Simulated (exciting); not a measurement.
BN, space group P6_3/mmc, N K edge of atom 1, with 3 B at 1.44 Å (trigonal planar, site symmetry -6m2); the tensor is averaged over the atoms equivalent by symmetry. Method: exciting, all-electron LAPW+lo, PBE, exchange and screened direct term (singlet BSE), 7×7×2 shifted k points, 15 conduction bands, |G+q| up to 3 bohr⁻¹, full RPA screening with nempty = 36, Lorentzian half width 0.45 eV.

```xyz
4
Lattice="2.4982 0.0000 0.0000 -1.2491 2.1635 0.0000 0.0000 0.0000 6.6357" Properties=species:S:1:pos:R:3 pbc="T T T"
N     1.2491    0.7212    1.6589
N     0.0000    1.4424    4.9768
B     1.2491    0.7212    4.9768
B     0.0000    1.4424    1.6589
```

Energy from the Kohn–Sham onset, core level to the lowest empty state found on the meshes used; scaled to the maximum of the polarisation mean:

```tsv
E (eV)	curve 1	curve 2
-4.5	0.01	0.06
-4.0	0.01	0.07
-3.5	0.01	0.10
-3.0	0.02	0.15
-2.5	0.02	0.25
-2.0	0.02	0.48
-1.5	0.02	1.23
-1.0	0.03	2.52
-0.5	0.04	1.74
0.0	0.05	1.16
0.5	0.07	0.82
1.0	0.11	0.77
1.5	0.18	0.66
2.0	0.24	0.53
2.5	0.28	0.44
3.0	0.33	0.39
3.5	0.59	0.41
4.0	0.96	0.31
4.5	0.90	0.20
5.0	1.21	0.15
5.5	1.39	0.16
6.0	1.23	0.17
6.5	0.96	0.19
7.0	0.80	0.23
7.5	0.69	0.24
8.0	0.55	0.23
8.5	0.45	0.19
9.0	0.38	0.14
9.5	0.40	0.09
10.0	0.53	0.07
10.5	0.60	0.08
11.0	0.58	0.09
11.5	0.54	0.09
12.0	0.55	0.11
12.5	0.63	0.20
13.0	0.63	0.36
13.5	0.57	0.25
14.0	0.58	0.20
14.5	0.51	0.21
15.0	0.37	0.25
15.5	0.29	0.26
16.0	0.25	0.31
```

The database entry behind the starting cell differs from later determinations by our own check (about 0.3 % short, minor phase), so it need not match the best structure at ambient conditions.

Question: The curves are the diagonal elements of Im ε for ε ∥ c and ⊥ c. Which is which?

Curve 1: ε ⊥ c, maxima 3.9 eV (0.96), 5.3 eV (1.42) and 12.8 eV (0.66); 1 lower ones aren't listed. Curve 2: ε ∥ c, maxima -1.0 eV (2.53) and 13.0 eV (0.36). In a planar site the low π* line needs ε normal to the plane, and the σ* lines need it in the plane.

[Banner, clock and machine lines of the logs are left out without a mark of their own.]

[Logs are printed without paths, hosts, clocks, repeated set-up lines and the standing remarks that a program may print on its own settings, such as how far it seeks lower states.]

[Hosts, paths, dates, database ids (printed as entryN), source tags and the programs' standing remarks are cut or masked in the printed files.]
